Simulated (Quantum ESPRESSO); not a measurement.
# GaNi: which magnetic order is lowest, part 2 of 2

Wanted: the moments of GaNi and the energy of each order that was tried.

Quantum ESPRESSO 7.5; PBEsol; plane waves with GBRV 1.5 PBEsol potentials, no spin-orbit coupling.

So far: The structure; Run 1 (ferro +); Run 2 (antiferro q=(1/2,1/2,1/2) +−).

The database entry behind the starting cell differs from later determinations by our own check (about 0.2 % long), so it need not match the best structure at ambient conditions.

### 4. Run 3 (antiferro q=(0,1/2,1/2) +−)

This order needs a doubled cell of 4 atoms.

pw.in reads:

```
&CONTROL
  calculation = 'scf'
  prefix = 'pwscf'
  outdir = './tmp'
  pseudo_dir = './pseudo'
  disk_io = 'nowf'
/
&SYSTEM
  ibrav = 0
  celldm(1) = 8
  nat = 4
  ntyp = 3
  ecutwfc = 40
  ecutrho = 280
  nbnd = 47
  occupations = 'smearing'
  smearing = 'fd'
  degauss = 0.00367493
  nspin = 2
  starting_magnetization(1) = 0
  starting_magnetization(2) = 0.0556
  starting_magnetization(3) = -0.0556
/
&ELECTRONS
  conv_thr = 8d-09
  electron_maxstep = 150
  mixing_beta = 0.3
/
ATOMIC_SPECIES
Ga     69.7230 ga_pbesol_v1.4.uspp.F.UPF
Ni1    58.6934 ni_pbesol_v1.4.uspp.F.UPF
Ni2    58.6934 ni_pbesol_v1.4.uspp.F.UPF
CELL_PARAMETERS alat
   0.6817186994587    0.0000000000000    0.0000000000000
   0.0000000000000    1.3634373989175    0.0000000000000
   0.0000000000000    0.6817186994587    0.6817186994587
ATOMIC_POSITIONS crystal
Ga      0.0000000000    0.0000000000    0.0000000000
Ga      0.0000000000    0.5000000000    0.0000000000
Ni1     0.5000000000    0.0000000000    0.5000000000
Ni2     0.5000000000    0.5000000000    0.5000000000
K_POINTS automatic
10 5 10 0 0 0
```

Launch:

```bash
OMP_NUM_THREADS=1 mpirun -n 2 pw.x -nk 2 -in pw.in > pw.out
```

What it wrote:

```text
     [... lines left out ...]
Program PWSCF v.7.5 starts
     [... lines left out ...]
     number of atoms/cell      =            4
     [... lines left out ...]
     number of electrons       =        74.00
     number of Kohn-Sham states=           47
     kinetic-energy cutoff     =      40.0000  Ry
     charge density cutoff     =     280.0000  Ry
     scf convergence threshold =      8.0E-09
     [... lines left out ...]
     16 Sym. Ops., with inversion, found ( 8 have fractional translation)
     [... lines left out ...]
     number of k points=    72  Fermi-Dirac smearing, width (Ry)=  0.0037
     [... lines left out ...]
     iteration # 14     ecut=    40.00 Ry     beta= 0.30
     [... lines left out ...]
     Magnetic moment per site  (integrated on atomic sphere of radius R)
     atom   1 (R=0.244)  charge= 17.2060  magn= -0.0000
     atom   2 (R=0.244)  charge= 17.2060  magn= -0.0000
     atom   3 (R=0.244)  charge= 16.8000  magn= -0.0000
     atom   4 (R=0.244)  charge= 16.8000  magn=  0.0000
     [... lines left out ...]
     the Fermi energy is    17.5909 ev
!    total energy              =   -1516.27229904 Ry
     estimated scf accuracy    <          1.4E-09 Ry
     smearing contrib. (-TS)   =      -0.00152988 Ry
     [... lines left out ...]
     total magnetization       =    -0.00 Bohr mag/cell
     absolute magnetization    =     0.00 Bohr mag/cell
     convergence has been achieved in  14 iterations
```

It took 1.8 min on 2 MPI ranks of Arm Neoverse V2, shared host; peak memory 0.3 GiB; 3.6 min of CPU time.

The spin moment in the atom's sphere vanishes on all atoms.

This step gave:

```
smearing term TS       : 0.02082 eV
magnetization          : 0 μB
absolute magnetization : 0 μB
final state            : non-magnetic
```

### 5. Run 4, typed as antiferro q=(0,0,1/2) +−

The cell is doubled to 4 atoms to hold this order.

Edit pw.in of step 4 so:

```diff
@@ -34,10 +34,10 @@
    0.6817186994587    0.0000000000000    0.0000000000000
-   0.0000000000000    1.3634373989175    0.0000000000000
-   0.0000000000000    0.6817186994587    0.6817186994587
+   0.0000000000000    0.6817186994587    0.0000000000000
+   0.0000000000000    0.0000000000000    1.3634373989175
 ATOMIC_POSITIONS crystal
 Ga      0.0000000000    0.0000000000    0.0000000000
-Ga      0.0000000000    0.5000000000    0.0000000000
-Ni1     0.5000000000    0.0000000000    0.5000000000
-Ni2     0.5000000000    0.5000000000    0.5000000000
+Ga      0.0000000000    0.0000000000    0.5000000000
+Ni1     0.5000000000    0.5000000000    0.2500000000
+Ni2     0.5000000000    0.5000000000    0.7500000000
 K_POINTS automatic
-10 5 10 0 0 0
+10 10 5 0 0 0
```

What it wrote:

```text
     [... lines left out ...]
Program PWSCF v.7.5 starts
     [... lines left out ...]
     number of atoms/cell      =            4
     [... lines left out ...]
     number of electrons       =        74.00
     number of Kohn-Sham states=           47
     kinetic-energy cutoff     =      40.0000  Ry
     charge density cutoff     =     280.0000  Ry
     scf convergence threshold =      8.0E-09
     [... lines left out ...]
     16 Sym. Ops., with inversion, found ( 8 have fractional translation)
     [... lines left out ...]
     number of k points=    63  Fermi-Dirac smearing, width (Ry)=  0.0037
     [... lines left out ...]
     iteration # 15     ecut=    40.00 Ry     beta= 0.30
     [... lines left out ...]
     Magnetic moment per site  (integrated on atomic sphere of radius R)
     atom   1 (R=0.244)  charge= 17.2062  magn= -0.0000
     atom   2 (R=0.244)  charge= 17.2062  magn= -0.0000
     atom   3 (R=0.244)  charge= 16.7997  magn= -0.0000
     atom   4 (R=0.244)  charge= 16.7997  magn= -0.0000
     [... lines left out ...]
     the Fermi energy is    17.5910 ev
!    total energy              =   -1516.27230015 Ry
     estimated scf accuracy    <          5.4E-10 Ry
     smearing contrib. (-TS)   =      -0.00152989 Ry
     [... lines left out ...]
     total magnetization       =    -0.00 Bohr mag/cell
     absolute magnetization    =     0.00 Bohr mag/cell
     convergence has been achieved in  15 iterations
```

It took 90 s on 2 MPI ranks; peak memory 0.33 GiB.

This step gave:

```yaml
smearing_term_ts: 0.02082 eV
magnetization: 0 μB
absolute_magnetization: 0 μB
final_state: non-magnetic
largest_moment: 0 μB
```

### 6. Run 5 (no spin polarisation)

pw.in reads:

```
&CONTROL
  calculation = 'scf'
  prefix = 'pwscf'
  outdir = './tmp'
  pseudo_dir = './pseudo'
  disk_io = 'nowf'
/
&SYSTEM
  ibrav = 0
  celldm(1) = 8
  nat = 2
  ntyp = 2
  ecutwfc = 40
  ecutrho = 280
  nbnd = 26
  occupations = 'smearing'
  smearing = 'fd'
  degauss = 0.00367493
/
&ELECTRONS
  conv_thr = 4d-09
  electron_maxstep = 150
  mixing_beta = 0.3
/
ATOMIC_SPECIES
Ga     69.7230 ga_pbesol_v1.4.uspp.F.UPF
Ni     58.6934 ni_pbesol_v1.4.uspp.F.UPF
CELL_PARAMETERS alat
   0.6817186994587    0.0000000000000    0.0000000000000
   0.0000000000000    0.6817186994587    0.0000000000000
   0.0000000000000    0.0000000000000    0.6817186994587
ATOMIC_POSITIONS crystal
Ga      0.0000000000    0.0000000000    0.0000000000
Ni      0.5000000000    0.5000000000    0.5000000000
K_POINTS automatic
10 10 10 0 0 0
```

What it wrote:

```text
     [... lines left out ...]
Program PWSCF v.7.5 starts
     [... lines left out ...]
     number of atoms/cell      =            2
     [... lines left out ...]
     number of electrons       =        37.00
     number of Kohn-Sham states=           26
     kinetic-energy cutoff     =      40.0000  Ry
     charge density cutoff     =     280.0000  Ry
     scf convergence threshold =      4.0E-09
     [... lines left out ...]
     48 Sym. Ops., with inversion, found
     [... lines left out ...]
     number of k points=    56  Fermi-Dirac smearing, width (Ry)=  0.0037
     [... lines left out ...]
     iteration # 12     ecut=    40.00 Ry     beta= 0.30
     [... lines left out ...]
     the Fermi energy is    17.5909 ev
!    total energy              =    -758.13615374 Ry
     estimated scf accuracy    <          2.2E-09 Ry
     smearing contrib. (-TS)   =      -0.00076494 Ry
     [... lines left out ...]
     convergence has been achieved in  12 iterations
```

The job ended after 8.3 s (2 MPI ranks; peak memory 0.16 GiB; 16 s of CPU time).

This step gave:

| Property | Result |
| --- | --- |
| smearing term TS | 0.01041 eV |
| final state | non-magnetic (no spin polarisation) |

### 7. Energies of the orders

An order is kept where moments of 0.15 μB or more survive with the typed signs; meshes match where a doubled cell samples the same k points as the first cell.

Orders:

```
                       start   final state  typed order kept  energy over the lowest (meV a seeded atom)  largest site moment (μB)  net moment (μB a cell of the first run)  mesh matched  CPU time (s)
                     ferro +  non-magnetic                no                                     0.04989                         0                                        0           yes         38.74
antiferro q=(1/2,1/2,1/2) +-  non-magnetic                no                                     0.06175                         0                                        0           yes           106
  antiferro q=(0,1/2,1/2) +-  non-magnetic                no                                     0.05743                         0                                        0           yes         214.8
    antiferro q=(0,0,1/2) +-  non-magnetic                no                                     0.04989                         0                                        0           yes         180.2
        no spin polarisation  non-magnetic                 -                                           0                         0                                        0           yes         16.44
```

### 8. Outcome

```json
{"lowest state found": "non-magnetic (from ferro +, antiferro q=(1/2,1/2,1/2) +-, antiferro q=(0,1/2,1/2) +-, antiferro q=(0,0,1/2) +- and no spin polarisation)", "largest site moment": "0 μB"}
```

The lowest state carries no moment, and no start kept one. Only these 5 starts were compared; other wavevectors, canted and longer-period orders were not.

[Logs and program files are shortened in this print: banners, set-up blocks, solver, clock and traceback lines can be left out without a mark of their own.]

[Logs are printed without paths, hosts, clocks, repeated set-up lines and the standing remarks that a program may print on its own settings, such as how far it seeks lower states.]

[Hosts, paths, dates, database ids (printed as entryN), source tags and the programs' standing remarks are cut or masked in the printed files.]

[Where a cell is said to come from a database of computed structures, the database is the Materials Project.]
